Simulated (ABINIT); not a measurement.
# Cs2AgBiBr6 (Fm-3m): changed settings of a GW run in ABINIT

What do changed inputs do to GW on Cs2AgBiBr6 (Fm-3m)?

Method: PBE and many-body steps on it, plane waves, in ABINIT 10.8.3.

## 1. Starting point

Symmetry: Fm-3m, No. 225, cubic system. Conventional cell: a = 11.232 Å, b = 11.232 Å, c = 11.232 Å, α = 90.00°, β = 90.00°, γ = 90.00°. Nearest to Cs lie 12 Br at 3.97 Å. Nearest to Ag lie 6 Br at 2.80 Å. Nearest to Bi lie 6 Br at 2.81 Å. Nearest to Br lie 1 Ag at 2.80 Å and 1 Bi at 2.81 Å and 4 Cs at 3.97 Å. Farther neighbours and most contacts between anions are not listed.

As a file:

```cif
data_structure
_symmetry_space_group_name_H-M 'P 1'
_symmetry_Int_Tables_number 1
_cell_length_a 7.9424
_cell_length_b 7.9424
_cell_length_c 7.9424
_cell_angle_alpha 60.000
_cell_angle_beta 60.000
_cell_angle_gamma 60.000
_cell_volume 354.27
loop_
_atom_site_label
_atom_site_type_symbol
_atom_site_fract_x
_atom_site_fract_y
_atom_site_fract_z
_atom_site_occupancy
Cs1 Cs 0.25000 0.25000 0.25000 1
Cs2 Cs 0.75000 0.75000 0.75000 1
Ag3 Ag 0.50000 0.50000 0.50000 1
Bi4 Bi 0.00000 0.00000 0.00000 1
Br5 Br 0.25055 0.74945 0.25055 1
Br6 Br 0.25055 0.74945 0.74945 1
Br7 Br 0.74945 0.25055 0.74945 1
Br8 Br 0.74945 0.25055 0.25055 1
Br9 Br 0.25055 0.25055 0.74945 1
Br10 Br 0.74945 0.74945 0.25055 1
```

The cell and positions come from the Crystallography Open Database and are kept as given unless a step says otherwise. Spin-orbit coupling is left out unless a step names it.

## 2. Screening, 2×2×2 mesh, 247 bands, screening to 87.1 eV

This step: ABINIT 10.8.3; RPA screening on PBE, plane waves, norm-conserving pseudopotentials.

The RPA dielectric matrix is built and inverted for each q.

Input file run.abi:

```
acell 3*1.0 Angstrom
rprim 
  -0.000000000000 5.616100000000 5.616100000000
  5.616100000000 0.000000000000 5.616100000000
  5.616100000000 5.616100000000 -0.000000000000
ntypat 4
znucl 55 47 83 35
natom 10
typat 1 1 2 3 4 4 4 4 4 4
xred 
  0.250000000000 0.250000000000 0.250000000000
  0.750000000000 0.750000000000 0.750000000000
  0.500000000000 0.500000000000 0.500000000000
  0.000000000000 0.000000000000 0.000000000000
  0.250550000000 0.749450000000 0.250550000000
  0.250550000000 0.749450000000 0.749450000000
  0.749450000000 0.250550000000 0.749450000000
  0.749450000000 0.250550000000 0.250550000000
  0.250550000000 0.250550000000 0.749450000000
  0.749450000000 0.749450000000 0.250550000000
pp_dirpath "pseudos"
pseudos "Cs.upf, Ag.upf, Bi.upf, Br.upf"
ecut 39
ngkpt 2 2 2
nshiftk 1
shiftk 0 0 0
kptopt 1
chksymbreak 0
istwfk *1
occopt 1
irdwfk 1
optdriver 3
nband 247
ecuteps 3.2
inclvkb 2
awtr 1
symchi 1
indata_prefix "in"
outdata_prefix "out"
tmpdata_prefix "tmp"
```

Started as:

```bash
OMP_NUM_THREADS=1 mpirun -n 16 abinit run.abi > log
```

What it wrote:

```text
.Version 10.8.3 of ABINIT. v10.8.2 released Aug 2026.

 Symmetries : space group Fm -3 m (#225); Bravais cF (face-center cubic)
[... echo of the input left out ...]
== DATASET  1 ==================================================================
-   mpi_nproc: 16, omp_nthreads: 1 (-1 if OMP is not activated)

--- !DatasetInfo
iteration_state: {dtset: 1, }
dimensions: {natom: 10, nkpt: 3, mband: 247, nsppol: 1, nspinor: 1, nspden: 1, mpw: 27866, }
cutoff_energies: {ecut:  39.0, pawecutdg:  -1.0, }
electrons: {nelect:   1.62000000E+02, charge:   0.00000000E+00, occopt:   1.00000000E+00, tsmear:   1.00000000E-02, }

 SCREENING: Calculation of the susceptibility and dielectric matrices

 Based on a program developped by R.W. Godby, V. Olevano, G. Onida, and L. Reining.
 Incorporated in ABINIT by V. Olevano, G.-M. Rignanese, and M. Torrent.
.Using double precision arithmetic ; gwpc =  8

[... cell and pseudopotentials left out ...]
--------------------------------------------------------------------------------

 ==== K-mesh for the wavefunctions ====
 Number of points in the irreducible wedge :     3
[... list of points left out ...]
 Together with 48 symmetry operations and time-reversal symmetry
 yields     8 points in the full Brillouin Zone.

 ==== Q-mesh for the screening function ====
 Number of points in the irreducible wedge :     3
[... list of points left out ...]
 Together with 48 symmetry operations and time-reversal symmetry
 yields     8 points in the full Brillouin Zone.

 setmesh: FFT mesh size selected  =    60x   60x   60
          total number of points  =       216000

 vcoul_init : cutoff-mode = AUXILIARY_FUNCTION
 q-points for optical limit:   1
     1)      0.000010    0.000020    0.000030

- screening: taking advantage of time-reversal symmetry
- Maximum band index for partially occupied states nbvw = 81
- Remaining bands to be divided among processors   nbcw = 166
- Number of bands treated by each node ~10

 Number of electrons calculated from density =  162.0000; Expected =  162.0000
 average of density, n =  0.067762
 r_s =    1.5216
 omega_plasma =   25.1100 [eV]

 calculating chi0 at frequencies [eV] :
  1    0.000000E+00    0.000000E+00
  2    0.000000E+00    2.511005E+01

--------------------------------------------------------------------------------
  q-point number  1        q = ( 0.000000, 0.000000, 0.000000) [r.l.u.]
--------------------------------------------------------------------------------
[... chi0 elements left out ...]
 For q-point:  0.000010 0.000020 0.000030
  dielectric constant =   5.6880
  dielectric constant without local fields =   6.5785

  Average fulfillment of the sum rule on Im[epsilon] for q-point    1 :     38.62  [%]
[... wings left out ...]
  q-point number  2        q = ( 0.500000, 0.000000, 0.000000) [r.l.u.]
--------------------------------------------------------------------------------
[... chi0 elements left out ...]
  Average fulfillment of the sum rule on Im[epsilon] for q-point    2 :     42.39  [%]

 [... 1 further q-points ...]
```

The job ended after 3.4 min (16 MPI ranks of Arm Neoverse V1, shared host; peak memory 28 GiB; 55 min of CPU time).

Numbers from this step:

```yaml
eps_infinity_with_local_fields_on_this_mesh_along_the_program_s_q_direction: 5.688
the_same_without_local_fields: 6.579
plasma_frequency: 25.11 eV
plane_waves_in_the_screening_matrix: 645
```

Local fields lower ε∞ by 14 %. On a Γ-centred mesh this coarse the value itself is usually too large, while a short band sum pulls it down.

## 3. Base

The self-energy is evaluated for the states that the input lists, and the levels follow from it, in one-shot runs by the linearised quasiparticle equation.

This step: G0W0 on PBE, plane waves, norm-conserving pseudopotentials.

Changes to run.abi since step 2:

```diff
@@ -31,8 +31,19 @@
 irdwfk 1
-optdriver 3
+optdriver 4
 nband 247
+gwcalctyp 0
+ecutsigx 39
+symsigma 1
+nkptgw 3
+kptgw 
+  0.5000000000 0.5000000000 0.0000000000
+  0.5000000000 0.0000000000 0.0000000000
+  0.0000000000 0.0000000000 0.0000000000
+bdgw 
+  80 83
+  80 84
+  80 84
 ecuteps 3.2
-inclvkb 2
-awtr 1
-symchi 1
+irdscr 1
+ppmodel 1
 indata_prefix "in"
```

What it wrote:

```text
.Version 10.8.3 of ABINIT. v10.8.2 released Aug 2026.

 Symmetries : space group Fm -3 m (#225); Bravais cF (face-center cubic)
[... echo of the input left out ...]
== DATASET  1 ==================================================================
-   mpi_nproc: 16, omp_nthreads: 1 (-1 if OMP is not activated)

--- !DatasetInfo
iteration_state: {dtset: 1, }
dimensions: {natom: 10, nkpt: 3, mband: 247, nsppol: 1, nspinor: 1, nspden: 1, mpw: 27866, }
cutoff_energies: {ecut:  39.0, pawecutdg:  -1.0, }
electrons: {nelect:   1.62000000E+02, charge:   0.00000000E+00, occopt:   1.00000000E+00, tsmear:   1.00000000E-02, }

 SIGMA: Calculation of the GW corrections

 Based on a program developped by R.W. Godby, V. Olevano, G. Onida, and L. Reining.
 Incorporated in ABINIT by V. Olevano, G.-M. Rignanese, and M. Torrent.
.Using double precision arithmetic ; gwpc =  8

[... cell and pseudopotentials left out ...]
--------------------------------------------------------------------------------

 ==== K-mesh for the wavefunctions ====
 Number of points in the irreducible wedge :     3
[... list of points left out ...]
 Together with 48 symmetry operations and time-reversal symmetry
 yields     8 points in the full Brillouin Zone.

 ==== Q-mesh for screening function ====
 Number of points in the irreducible wedge :     3
[... list of points left out ...]
 Together with 48 symmetry operations and time-reversal symmetry
 yields     8 points in the full Brillouin Zone.

 vcoul_init : cutoff-mode = AUXILIARY_FUNCTION
 q-points for optical limit:   1
     1)      0.000010    0.000020    0.000030
 setmesh: FFT mesh size selected  =    90x   90x   90
          total number of points  =       729000

 Number of electrons calculated from density =  162.0000; Expected =  162.0000
 average of density, n =  0.067762
 r_s =    1.5216
 omega_plasma =   25.1100 [eV]

 === KS Band Gaps ===
  >>>> For spin  1
   Minimum direct gap =   2.5434 [eV], located at k-point      :   0.5000  0.0000  0.0000
   Fundamental gap    =   1.2701 [eV], Top of valence bands at :   0.5000  0.5000  0.0000
                                       Bottom of conduction at :   0.5000  0.0000  0.0000
 SIGMA fundamental parameters:
 PLASMON POLE MODEL  1
 number of plane-waves for SigmaX                27725
 number of plane-waves for SigmaC and W            645
 number of plane-waves for wavefunctions         27725
 number of bands                                   247
 number of independent spin polarizations            1
 number of spinorial components                      1
 number of k-points in IBZ                           3
 number of q-points in IBZ                           3
 number of symmetry operations                      48
 number of k-points in BZ                            8
 number of q-points in BZ                            8
 number of frequencies for dSigma/dE                 9
 frequency step for dSigma/dE [eV]                0.25
 number of omega for Sigma on real axis              0
 max omega for Sigma on real axis  [eV]           0.00
 zcut for avoiding poles [eV]                     0.10

 EPSILON^-1 parameters (SCR file):
 dimension of the eps^-1 matrix on file            645
 dimension of the eps^-1 matrix used               645
 number of plane-waves for wavefunctions         27725
 number of bands                                   247
 number of q-points in IBZ                           3
 number of frequencies                               2
 number of real frequencies                          1
 number of imag frequencies                          1

 matrix elements of self-energy operator (all in [eV])

 Perturbative Calculation

--- !SelfEnergy_ee
iteration_state: {dtset: 1, }
kpoint     : [   0.500,    0.500,    0.000, ]
spin       : 1
KS_gap     :    2.823
QP_gap     :    4.323
Delta_QP_KS:    1.500
data: !SigmaeeData |
     Band     E0 <VxcDFT>   SigX SigC(E0)      Z dSigC/dE  Sig(E)    E-E0       E
       80   1.782 -19.787 -24.362   3.670   0.790  -0.267 -20.502  -0.715   1.067
       81   2.481 -18.730 -22.413   2.902   0.802  -0.247 -19.356  -0.626   1.854
       82   5.303 -12.921  -9.409  -2.428   0.806  -0.241 -12.047   0.874   6.177
       83   5.303 -12.921  -9.409  -2.428   0.806  -0.241 -12.047   0.874   6.177

--- !SelfEnergy_ee
iteration_state: {dtset: 1, }
kpoint     : [   0.500,    0.000,    0.000, ]
spin       : 1
KS_gap     :    2.543
QP_gap     :    4.542
Delta_QP_KS:    1.999
data: !SigmaeeData |
     Band     E0 <VxcDFT>   SigX SigC(E0)      Z dSigC/dE  Sig(E)    E-E0       E
       80   1.207 -17.059 -21.803   3.471   0.786  -0.272 -18.060  -1.001   0.206
       81   1.207 -17.059 -21.803   3.471   0.786  -0.272 -18.060  -1.001   0.206
[...]
--- !SelfEnergy_ee
iteration_state: {dtset: 1, }
kpoint     : [   0.000,    0.000,    0.000, ]
spin       : 1
KS_gap     :    3.008
QP_gap     :    4.579
Delta_QP_KS:    1.571
data: !SigmaeeData |
     Band     E0 <VxcDFT>   SigX SigC(E0)      Z dSigC/dE  Sig(E)    E-E0       E
[...]
82   4.795 -12.050  -8.555  -2.451   0.818  -0.222 -11.195   0.855   5.650
       83   4.795 -12.050  -8.555  -2.451   0.818  -0.222 -11.195   0.855   5.650
       84   4.795 -12.050  -8.555  -2.451   0.818  -0.222 -11.195   0.855   5.650

 New Fermi energy :        1.213314E-01 Ha ,    3.301595E+00 eV

 === QP Band Gaps ===
  >>>> For spin  1
   Minimum direct gap =   4.3228 [eV], located at k-point      :   0.5000  0.5000  0.0000
   Fundamental gap    =   2.8944 [eV], Top of valence bands at :   0.5000  0.5000  0.0000
                                       Bottom of conduction at :   0.5000  0.0000  0.0000

== END DATASET(S) ==============================================================
================================================================================

 -outvars: echo values of variables after computation  --------
           etotal      0.0000000000E+00
            nband         247
             nkpt           3
          spgroup         225
 [... the other variables as echoed above ...]

 Calculation completed.
```

Run time: 34 s. Hardware: 16 MPI ranks; peak memory 14 GiB.

Numbers from this step:

```yaml
g0w0_gap_on_the_points_computed: 2.895 eV
starting_gap_on_the_mesh: 1.270 eV
k_of_the_valence_top: 0.5, 0.5, 0
k_of_the_conduction_bottom: 0.5, 0, 0
z_at_the_valence_top: 0.802
z_at_the_conduction_bottom: 0.823
least_direct_g0w0_gap_on_the_computed_points: 4.323 eV
```

The gap on the mesh goes from 1.27 eV to 2.89 eV, a correction of +1.63 eV.

## 4. Scissors in G

Changes to run.abi since step 3:

```diff
@@ -48,2 +48,3 @@
 ppmodel 1
+mbpt_sciss 1.0 eV
 indata_prefix "in"
```

What it wrote:

```text
.Version 10.8.3 of ABINIT. v10.8.2 released Aug 2026.

 Symmetries : space group Fm -3 m (#225); Bravais cF (face-center cubic)
[... echo of the input left out ...]
== DATASET  1 ==================================================================
-   mpi_nproc: 16, omp_nthreads: 1 (-1 if OMP is not activated)

--- !DatasetInfo
iteration_state: {dtset: 1, }
dimensions: {natom: 10, nkpt: 3, mband: 247, nsppol: 1, nspinor: 1, nspden: 1, mpw: 27866, }
cutoff_energies: {ecut:  39.0, pawecutdg:  -1.0, }
electrons: {nelect:   1.62000000E+02, charge:   0.00000000E+00, occopt:   1.00000000E+00, tsmear:   1.00000000E-02, }

 SIGMA: Calculation of the GW corrections

 Based on a program developped by R.W. Godby, V. Olevano, G. Onida, and L. Reining.
 Incorporated in ABINIT by V. Olevano, G.-M. Rignanese, and M. Torrent.
.Using double precision arithmetic ; gwpc =  8

[... cell and pseudopotentials left out ...]
--------------------------------------------------------------------------------

 ==== K-mesh for the wavefunctions ====
 Number of points in the irreducible wedge :     3
[... list of points left out ...]
 Together with 48 symmetry operations and time-reversal symmetry
 yields     8 points in the full Brillouin Zone.

 ==== Q-mesh for screening function ====
 Number of points in the irreducible wedge :     3
[... list of points left out ...]
 Together with 48 symmetry operations and time-reversal symmetry
 yields     8 points in the full Brillouin Zone.

 vcoul_init : cutoff-mode = AUXILIARY_FUNCTION
 q-points for optical limit:   1
     1)      0.000010    0.000020    0.000030
 setmesh: FFT mesh size selected  =    90x   90x   90
          total number of points  =       729000

 Number of electrons calculated from density =  162.0000; Expected =  162.0000
[...]
Perturbative Calculation

--- !SelfEnergy_ee
iteration_state: {dtset: 1, }
kpoint     : [   0.500,    0.500,    0.000, ]
spin       : 1
KS_gap     :    2.823
QP_gap     :    4.448
Delta_QP_KS:    1.625
data: !SigmaeeData |
     Band     E0 <VxcDFT>   SigX SigC(E0)      Z dSigC/dE  Sig(E)    E-E0       E
       80   1.782 -19.787 -24.362   3.704   0.791  -0.264 -20.476  -0.689   1.093
       81   2.481 -18.730 -22.413   2.946   0.804  -0.244 -19.322  -0.592   1.888
       82   5.303 -12.921  -9.409  -2.471   0.808  -0.238 -11.888   1.033   6.336
[...]
--- !SelfEnergy_ee
iteration_state: {dtset: 1, }
kpoint     : [   0.500,    0.000,    0.000, ]
spin       : 1
KS_gap     :    2.543
QP_gap     :    4.659
Delta_QP_KS:    2.116
data: !SigmaeeData |
     Band     E0 <VxcDFT>   SigX SigC(E0)      Z dSigC/dE  Sig(E)    E-E0       E
[...]
--- !SelfEnergy_ee
iteration_state: {dtset: 1, }
kpoint     : [   0.000,    0.000,    0.000, ]
spin       : 1
KS_gap     :    3.008
QP_gap     :    4.701
Delta_QP_KS:    1.693
data: !SigmaeeData |
     Band     E0 <VxcDFT>   SigX SigC(E0)      Z dSigC/dE  Sig(E)    E-E0       E
[...]
83   4.795 -12.050  -8.555  -2.492   0.820  -0.219 -11.047   1.003   5.798
       84   4.795 -12.050  -8.555  -2.492   0.820  -0.219 -11.047   1.003   5.798

 New Fermi energy :        1.245476E-01 Ha ,    3.389112E+00 eV

 === QP Band Gaps ===
  >>>> For spin  1
   Minimum direct gap =   4.4478 [eV], located at k-point      :   0.5000  0.5000  0.0000
   Fundamental gap    =   3.0014 [eV], Top of valence bands at :   0.5000  0.5000  0.0000
                                       Bottom of conduction at :   0.5000  0.0000  0.0000

== END DATASET(S) ==============================================================
================================================================================

 -outvars: echo values of variables after computation  --------
           etotal      0.0000000000E+00
            nband         247
             nkpt           3
          spgroup         225
 [... the other variables as echoed above ...]

 Calculation completed.
```

Elapsed: 35 s, on 16 MPI ranks; peak memory 14 GiB; 9.2 min of CPU time.

Numbers from this step:

- G0W0 gap on the points computed: 3.002 eV
- starting gap on the mesh: 1.270 eV
- k of the valence top: 0.5, 0.5, 0
- k of the conduction bottom: 0.5, 0, 0
- Z at the valence top: 0.804
- Z at the conduction bottom: 0.825
- least direct G0W0 gap on the computed points: 4.448 eV

## 5. No symmetry in the self-energy

Changes to run.abi since step 4:

```diff
@@ -35,3 +35,3 @@
 ecutsigx 39
-symsigma 1
+symsigma 0
 nkptgw 3
@@ -48,3 +48,2 @@
 ppmodel 1
-mbpt_sciss 1.0 eV
 indata_prefix "in"
```

What it wrote:

```text
.Version 10.8.3 of ABINIT. v10.8.2 released Aug 2026.

 Symmetries : space group Fm -3 m (#225); Bravais cF (face-center cubic)
[... echo of the input left out ...]
== DATASET  1 ==================================================================
-   mpi_nproc: 16, omp_nthreads: 1 (-1 if OMP is not activated)

--- !DatasetInfo
iteration_state: {dtset: 1, }
dimensions: {natom: 10, nkpt: 3, mband: 247, nsppol: 1, nspinor: 1, nspden: 1, mpw: 27866, }
cutoff_energies: {ecut:  39.0, pawecutdg:  -1.0, }
[...]
Minimum direct gap =   4.3228 [eV], located at k-point      :   0.5000  0.5000  0.0000
   Fundamental gap    =   2.8944 [eV], Top of valence bands at :   0.5000  0.5000  0.0000
                                       Bottom of conduction at :   0.5000  0.0000  0.0000

== END DATASET(S) ==============================================================
================================================================================

 -outvars: echo values of variables after computation  --------
           etotal      0.0000000000E+00
            nband         247
             nkpt           3
          spgroup         225
 [... the other variables as echoed above ...]

 Calculation completed.
```

The job ended after 62 s (16 MPI ranks; peak memory 14 GiB; 16 min of CPU time).

Numbers from this step:

| Item | Value |
| --- | --- |
| G0W0 gap on the points computed | 2.895 eV |
| starting gap on the mesh | 1.270 eV |
| k of the valence top | 0.5, 0.5, 0 |
| k of the conduction bottom | 0.5, 0, 0 |
| least direct G0W0 gap on the computed points | 4.323 eV |

Against G0W0 in ABINIT (2×2×2 mesh, 247 bands, screening to 87.1 eV, Godby-Needs plasmon pole), the gap moves by +0.000 eV.

## 6. Broadening of the poles

Changes to run.abi since step 5:

```diff
@@ -35,3 +35,3 @@
 ecutsigx 39
-symsigma 0
+symsigma 1
 nkptgw 3
@@ -48,2 +48,3 @@
 ppmodel 1
+zcut 0.5 eV
 indata_prefix "in"
```

What it wrote:

```text
.Version 10.8.3 of ABINIT. v10.8.2 released Aug 2026.

 Symmetries : space group Fm -3 m (#225); Bravais cF (face-center cubic)
[... echo of the input left out ...]
== DATASET  1 ==================================================================
-   mpi_nproc: 16, omp_nthreads: 1 (-1 if OMP is not activated)

--- !DatasetInfo
iteration_state: {dtset: 1, }
dimensions: {natom: 10, nkpt: 3, mband: 247, nsppol: 1, nspinor: 1, nspden: 1, mpw: 27866, }
cutoff_energies: {ecut:  39.0, pawecutdg:  -1.0, }
[...]
Minimum direct gap =   4.3255 [eV], located at k-point      :   0.5000  0.5000  0.0000
   Fundamental gap    =   2.8944 [eV], Top of valence bands at :   0.5000  0.5000  0.0000
                                       Bottom of conduction at :   0.5000  0.0000  0.0000

== END DATASET(S) ==============================================================
================================================================================

 -outvars: echo values of variables after computation  --------
           etotal      0.0000000000E+00
            nband         247
             nkpt           3
          spgroup         225
 [... the other variables as echoed above ...]

 Calculation completed.
```

It took 35 s on 16 MPI ranks; peak memory 14 GiB.

This step gave:

- G0W0 gap on the points computed: 2.895 eV
- starting gap on the mesh: 1.270 eV
- k of the valence top: 0.5, 0.5, 0
- k of the conduction bottom: 0.5, 0, 0
- least direct G0W0 gap on the computed points: 4.326 eV

Against G0W0 in ABINIT (2×2×2 mesh, 247 bands, screening to 87.1 eV, Godby-Needs plasmon pole), the gap moves by +0.000 eV.

[end of part 1 of 2]

[Paths, hosts, dates, memory and timing lines, banners, echoed tables and standing remarks are left out of the program output.]

[Logs are printed without paths, hosts, clocks, repeated set-up lines and the standing remarks that a program may print on its own settings, such as how far it seeks lower states.]

[Runs of the session that timed out or met a known fault of the program may be left out.]

[Hosts, paths, dates, database ids (printed as entryN), source tags and the programs' standing remarks are cut or masked in the printed files.]

[G0W0 gaps are taken among the corrected bands and points alone; a level outside them can change the order at an edge.]

[Where Ansatz stands beside ABINIT at settings called matched, ABINIT's density can come from a denser mesh and the files from another edition; pairs whose starting gaps differed by over 0.03 eV were left out, so agreement reads better than it is.]
